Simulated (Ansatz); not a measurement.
The crystal is InSe (R3m).

```xyz
4
Lattice="2.0000 1.1547 8.3167 -2.0000 1.1547 8.3167 0.0000 -2.3094 8.3167" Properties=species:S:1:pos:R:3 pbc="T T T"
In    0.0000    0.0000    0.0000
In    0.0000    0.0000    2.7994
Se    0.0000    0.0000   15.3567
Se    0.0000    0.0000   20.7085
```

The cell and positions come from the Crystallography Open Database and are kept as given unless a step says otherwise. PAW set soft_2, made with PBE.

Gaps computed with Ansatz 0.2.0 without a self-energy: r2SCAN 0.82 eV and PBE0 1.72 eV.

Q: What gap should G0W0 on r2SCAN give (4×4×4 mesh, 740 empty bands, screening to 200 eV, default PAW files)?

About 1.29 eV: on its mesh the run moves the gap from 0.81 eV by +0.48 eV. Among the scalar-relativistic levels given, PBE0 is nearest (+0.43 eV). Bands and cutoff are finite, so the gap is not at the basis limit. The miss can reach some tenths of an eV and take either sign; the mesh is an error of its own. The many-body steps are scalar-relativistic: spin-orbit coupling is not in them.

[Paths, hosts, dates, memory and timing lines, banners, echoed tables and standing remarks are left out of the program output.]

[Logs are printed without paths, hosts, clocks, repeated set-up lines and the standing remarks that a program may print on its own settings, such as how far it seeks lower states.]

[Runs of the session that timed out or met a known fault of the program may be left out.]

[Cells called generated may have been cut or substituted from an entry of the Crystallography Open Database or the Materials Project.]

[Hosts, paths, dates, database ids (printed as entryN), source tags and the programs' standing remarks are cut or masked in the printed files.]
